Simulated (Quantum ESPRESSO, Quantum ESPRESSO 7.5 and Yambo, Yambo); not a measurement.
# Beyond one shot: WS2 (Tungstenite)

Aim: iterate the self-energy on WS2 (Tungstenite) and follow the gap from cycle to cycle.

Program: Quantum ESPRESSO 7.5 and Yambo 5.3.0. Level of theory: PBE and many-body steps on it, plane waves. Results are calculated unless marked as measured.

Report form: the programs' logs are mostly left out.

The database entry behind the starting cell differs from later determinations by our own check (an axis about 1.4 % long against later determinations), so it need not match the best structure at ambient conditions.

## Step 1: The structure

It takes space group P6_3/mmc (No. 194, hexagonal). Conventional cell: a = 3.180 Å, b = 3.180 Å, c = 12.500 Å, α = 90.00°, β = 90.00°, γ = 120.00°. Nearest to W lie 6 S at 2.41 Å. Nearest to S lie 3 W at 2.41 Å. Farther neighbours and most contacts between anions are not listed.

The cell and positions come from the Crystallography Open Database and are kept as given unless a step says otherwise. Spin-orbit coupling is left out unless a step names it.

## Step 2: Empty states on the mesh, 6×6×2 mesh, 101 bands

This step: Quantum ESPRESSO 7.5; DFT, PBE, plane waves, norm-conserving pseudopotentials.

The sums over transitions need many empty states on a uniform mesh; this step solves for them.

The input, pw.in:

```
&control
  calculation = 'nscf'
  prefix = 'x'
  outdir = 'o'
  pseudo_dir = 'pseudo'
/
&system
  ibrav = 0
  nat = 6
  ntyp = 2
  ecutwfc = 62.0
  nbnd = 101
  force_symmorphic = .true.
/
&electrons
  conv_thr = 1e-9
  electron_maxstep = 80
  diago_full_acc = .true.
  diago_thr_init = 5e-6
/
ATOMIC_SPECIES
  W 183.84 W.upf
  S 32.06 S.upf
CELL_PARAMETERS angstrom
  3.1800000000 0.0000000000 0.0000000000
  -1.5900000000 2.7539607840 0.0000000000
  0.0000000000 0.0000000000 12.5000000000
ATOMIC_POSITIONS crystal
  W 0.3333333333 0.6666666667 0.2500000000
  W 0.6666666667 0.3333333333 0.7500000000
  S 0.3333333333 0.6666666667 0.6250000000
  S 0.6666666667 0.3333333333 0.1250000000
  S 0.3333333333 0.6666666667 0.8750000000
  S 0.6666666667 0.3333333333 0.3750000000
K_POINTS automatic
  6 6 2 0 0 0
```

Started as:

```console
$ OMP_NUM_THREADS=1 mpirun -n 8 pw.x -nk 4 -in pw.in > pw.out
```

Run time: 16 s. Hardware: 8 MPI ranks of AMD EPYC 7R43, shared host; peak memory 0.7 GiB; 1.9 min of CPU time.

Numbers from this step:

```
gap                                                           : 1.050 eV
k of the valence top                                          : 0, 0, 0
k of the conduction bottom                                    : 0.1667, 0.1667, 0
least direct gap                                              : 1.737 eV
k points computed                                             : 14
lowest point of the top converged band, above the valence top : 34.84 eV
```

On this mesh the gap is 1.050 eV.

The density comes from a self-consistent run that is not shown.

## Step 3: Conversion and set-up

This step: Yambo 5.3.0; conversion and set-up on PBE, plane waves, norm-conserving pseudopotentials.

The states are converted to the many-body program's format and the q mesh is built.

Started as:

```console
$ (cd o/x.save; p2y > p2y.log; mv SAVE ../..); yambo > setup.log
```

Elapsed: 3.8 s, on 1 MPI rank; peak memory 0.24 GiB.

## Step 4: G0W0

G0W0 replaces the xc potential by the self-energy, built once from these orbitals. Only a window of levels is corrected, while the sums run over the empty bands that the input names.

This step: G0W0 on PBE, plane waves, norm-conserving pseudopotentials.

The input, gw1.in:

```
HF_and_locXC
gw0
dyson
ppa
em1d
rim_cut
RandQpts= 1000000
RandGvec= 1 RL
EXXRLvcs= 62 Ry
VXCRLvcs= 248 Ry
Chimod= "HARTREE"
% BndsRnXp
 1 | 101 |
%
NGsBlkXp= 5.5 Ry
% LongDrXp
 1 | 1 | 1 |
%
% GbndRnge
 1 | 101 |
%
DysSolver= "n"
ExtendOut
PPAPntXp= 27.21138 eV
% QPkrange
 1 | 1 | 25 | 28 |
 9 | 9 | 25 | 28 |
 13 | 13 | 25 | 28 |
%
```

Started as:

```console
$ OMP_NUM_THREADS=2 mpirun -n 4 yambo -F gw1.in -J gw1 -C gw1 > gw1.log
```

It took 3.8 min on 4 MPI ranks; peak memory 3.2 GiB.

This step gave:

| Item | Value |
| --- | --- |
| G0W0 gap on the points computed | 1.398 eV |
| starting gap on the mesh | 1.050 eV |
| k of the valence top | 0, 0, 0 |
| k of the conduction bottom | 0.1667, 0.1667, 0 |
| least direct G0W0 gap on the computed points | 2.398 eV |
| Z at the valence top | 0.7954 |
| Z at the conduction bottom | 0.8031 |

The gap on the mesh goes from 1.05 eV to 1.40 eV, a correction of +0.35 eV.

## Step 5: evGW0, cycle 1

This step: evGW0 on PBE, plane waves, norm-conserving pseudopotentials.

gw3.in, as its differences from gw1.in of step 4:

```diff
@@ -25,5 +25,4 @@
 % QPkrange
- 1 | 1 | 25 | 28 |
- 9 | 9 | 25 | 28 |
- 13 | 13 | 25 | 28 |
+ 1 | 14 | 24 | 29 |
 %
+GfnQPdb= "E < ./gw2/ndb.QP"
```

Started as:

```console
$ OMP_NUM_THREADS=2 mpirun -n 4 yambo -F gw3.in -J gw3,gw1_W -C gw3 > gw3.log
```

Wall time 5.7 min (4 MPI ranks); peak memory 3.4 GiB.

This step gave:

* quasiparticle gap on the mesh: 1.450 eV
* gap of the density functional on the mesh: 1.050 eV
* k of the valence top: 0, 0, 0
* k of the conduction bottom: 0.1667, 0.1667, 0
* least direct quasiparticle gap on the computed points: 2.472 eV
* Z at the valence top: 0.8027
* Z at the conduction bottom: 0.8126

Against G0W0 in Yambo (6×6×2 mesh, 101 bands, screening to 74.8 eV, Godby-Needs plasmon pole), the gap moves by +0.053 eV.

The program's own table gives 1.515 eV, which is too large where the input levels are shifted: this version takes Σc at the unshifted level E₀, yet steps from the shifted one. The value above is the Newton step from E₀, E₀ + Z(Σc + Σx − Vxc), rebuilt from the printed columns.

## Step 6: evGW0, cycle 2

The corrected levels of the last cycle go back in.

gw4.in, as its differences from gw3.in of step 5:

```diff
@@ -27,2 +27,2 @@
 %
-GfnQPdb= "E < ./gw2/ndb.QP"
+GfnQPdb= "E < ./gw3_fix/ndb.QP"
```

Started as:

```console
$ OMP_NUM_THREADS=2 mpirun -n 4 yambo -F gw4.in -J gw4,gw1_W -C gw4 > gw4.log
```

It took 5.1 min on 4 MPI ranks; peak memory 3.4 GiB; 38 min of CPU time.

This step gave:

| Property | Result |
| --- | --- |
| quasiparticle gap on the mesh | 1.458 eV |
| gap of the density functional on the mesh | 1.050 eV |
| k of the valence top | 0, 0, 0 |
| k of the conduction bottom | 0.1667, 0.1667, 0 |
| least direct quasiparticle gap on the computed points | 2.482 eV |

Against the cycle before, the gap moves by +0.008 eV.

The program's own table gives 1.533 eV, which is too large where the input levels are shifted: this version takes Σc at the unshifted level E₀, yet steps from the shifted one. The value above is the Newton step from E₀, E₀ + Z(Σc + Σx − Vxc), rebuilt from the printed columns.

## Step 7: evGW, cycle 1

This step: evGW on PBE, plane waves, norm-conserving pseudopotentials.

gw5.in, as its differences from gw4.in of step 6:

```diff
@@ -27,2 +27,3 @@
 %
-GfnQPdb= "E < ./gw3_fix/ndb.QP"
+GfnQPdb= "E < ./gw2/ndb.QP"
+XfnQPdb= "E < ./gw2/ndb.QP"
```

Started as:

```console
$ OMP_NUM_THREADS=2 mpirun -n 4 yambo -F gw5.in -J gw5 -C gw5 > gw5.log
```

It took 8.6 min on 4 MPI ranks; peak memory 3.4 GiB.

Numbers from this step:

```
quasiparticle gap on the mesh                         : 1.546 eV
gap of the density functional on the mesh             : 1.050 eV
k of the valence top                                  : 0, 0, 0
k of the conduction bottom                            : 0.1667, 0.1667, 0
least direct quasiparticle gap on the computed points : 2.563 eV
```

Against G0W0 in Yambo (6×6×2 mesh, 101 bands, screening to 74.8 eV, Godby-Needs plasmon pole), the gap moves by +0.148 eV.

The program's own table gives 1.606 eV, which is too large where the input levels are shifted: this version takes Σc at the unshifted level E₀, yet steps from the shifted one. The value above is the Newton step from E₀, E₀ + Z(Σc + Σx − Vxc), rebuilt from the printed columns.

## Step 8: evGW, cycle 2

gw6.in, as its differences from gw5.in of step 7:

```diff
@@ -27,3 +27,3 @@
 %
-GfnQPdb= "E < ./gw2/ndb.QP"
-XfnQPdb= "E < ./gw2/ndb.QP"
+GfnQPdb= "E < ./gw5_fix/ndb.QP"
+XfnQPdb= "E < ./gw5_fix/ndb.QP"
```

Started as:

```console
$ OMP_NUM_THREADS=2 mpirun -n 4 yambo -F gw6.in -J gw6 -C gw6 > gw6.log
```

Elapsed: 9.6 min, on 4 MPI ranks; peak memory 3.4 GiB; 67 min of CPU time.

This step gave:

- quasiparticle gap on the mesh: 1.589 eV
- gap of the density functional on the mesh: 1.050 eV
- k of the valence top: 0, 0, 0
- k of the conduction bottom: 0.1667, 0.1667, 0
- least direct quasiparticle gap on the computed points: 2.609 eV

Against the cycle before, the gap moves by +0.043 eV.

The program's own table gives 1.672 eV, which is too large where the input levels are shifted: this version takes Σc at the unshifted level E₀, yet steps from the shifted one. The value above is the Newton step from E₀, E₀ + Z(Σc + Σx − Vxc), rebuilt from the printed columns.

## Step 9: evGW, cycle 3

gw7.in, as its differences from gw6.in of step 8:

```diff
@@ -27,3 +27,3 @@
 %
-GfnQPdb= "E < ./gw5_fix/ndb.QP"
-XfnQPdb= "E < ./gw5_fix/ndb.QP"
+GfnQPdb= "E < ./gw6_fix/ndb.QP"
+XfnQPdb= "E < ./gw6_fix/ndb.QP"
```

Started as:

```console
$ OMP_NUM_THREADS=2 mpirun -n 4 yambo -F gw7.in -J gw7 -C gw7 > gw7.log
```

It took 9.3 min on 4 MPI ranks; peak memory 3.5 GiB; 62 min of CPU time.

This step gave:

```yaml
quasiparticle_gap_on_the_mesh: 1.601 eV
gap_of_the_density_functional_on_the_mesh: 1.050 eV
k_of_the_valence_top: 0, 0, 0
k_of_the_conduction_bottom: 0.1667, 0.1667, 0
least_direct_quasiparticle_gap_on_the_computed_points: 2.621 eV
```

Against the cycle before, the gap moves by +0.012 eV.

The program's own table gives 1.690 eV, which is too large where the input levels are shifted: this version takes Σc at the unshifted level E₀, yet steps from the shifted one. The value above is the Newton step from E₀, E₀ + Z(Σc + Σx − Vxc), rebuilt from the printed columns.

## Step 10: evGW, cycle 4

gw8.in, as its differences from gw7.in of step 9:

```diff
@@ -27,3 +27,3 @@
 %
-GfnQPdb= "E < ./gw6_fix/ndb.QP"
-XfnQPdb= "E < ./gw6_fix/ndb.QP"
+GfnQPdb= "E < ./gw7_fix/ndb.QP"
+XfnQPdb= "E < ./gw7_fix/ndb.QP"
```

Started as:

```console
$ OMP_NUM_THREADS=2 mpirun -n 4 yambo -F gw8.in -J gw8 -C gw8 > gw8.log
```

The job ended after 7.9 min (4 MPI ranks; peak memory 3.4 GiB; 56 min of CPU time).

This step gave:

| Quantity | Value |
| --- | --- |
| quasiparticle gap on the mesh | 1.604 eV |
| gap of the density functional on the mesh | 1.050 eV |
| k of the valence top | 0, 0, 0 |
| k of the conduction bottom | 0.1667, 0.1667, 0 |
| least direct quasiparticle gap on the computed points | 2.625 eV |

Against the cycle before, the gap moves by +0.003 eV.

The program's own table gives 1.695 eV, which is too large where the input levels are shifted: this version takes Σc at the unshifted level E₀, yet steps from the shifted one. The value above is the Newton step from E₀, E₀ + Z(Σc + Σx − Vxc), rebuilt from the printed columns.

## Step 11: Side by side

Times are wall times on 4 MPI ranks of AMD EPYC 7R43, shared host, good to a factor of about two.

```tsv
run	mesh	bands	screening cutoff (eV)	DFT gap (eV)	gap on the mesh (eV)	direct (eV)	time
G0W0	6×6×2	101	74.8	1.050	1.398	2.398	3.8 min
evGW0, cycle 1	6×6×2	101	74.8	1.050	1.450	2.472	5.7 min
evGW0, cycle 2	6×6×2	101	74.8	1.050	1.458	2.482	5.1 min
evGW, cycle 1	6×6×2	101	74.8	1.050	1.546	2.563	8.6 min
evGW, cycle 2	6×6×2	101	74.8	1.050	1.589	2.609	9.6 min
evGW, cycle 3	6×6×2	101	74.8	1.050	1.601	2.621	9.3 min
evGW, cycle 4	6×6×2	101	74.8	1.050	1.604	2.625	7.9 min
```

## Step 12: What came out

- G0W0: 1.398 eV
- evGW0, cycle 1: 1.450 eV
- evGW0, cycle 2: 1.458 eV
- evGW, cycle 1: 1.546 eV
- evGW, cycle 2: 1.589 eV
- evGW, cycle 3: 1.601 eV
- evGW, cycle 4: 1.604 eV
- known limits: not at the basis limit; no spin-orbit coupling

**Reading.** evGW0 ends at 1.46 eV, +0.06 eV from G0W0, after 2 cycles that took 11 min beside the first screening; the last moved the gap by 0.008 eV. evGW ends at 1.60 eV, +0.21 eV from G0W0, after 4 cycles that took 35 min beside the first screening; the last moved the gap by 0.003 eV. Bands and cutoff are finite, so the gap is not at the basis limit. The miss can reach some tenths of an eV and take either sign; the mesh is an error of its own. The many-body steps are scalar-relativistic: spin-orbit coupling is not in them.

[Paths, hosts, dates, memory and timing lines, banners, echoed tables and standing remarks are left out of the program output.]

[Logs are printed without paths, hosts, clocks, repeated set-up lines and the standing remarks that a program may print on its own settings, such as how far it seeks lower states.]

[Runs of the session that timed out or met a known fault of the program may be left out.]

[Hosts, paths, dates, database ids (printed as entryN), source tags and the programs' standing remarks are cut or masked in the printed files.]
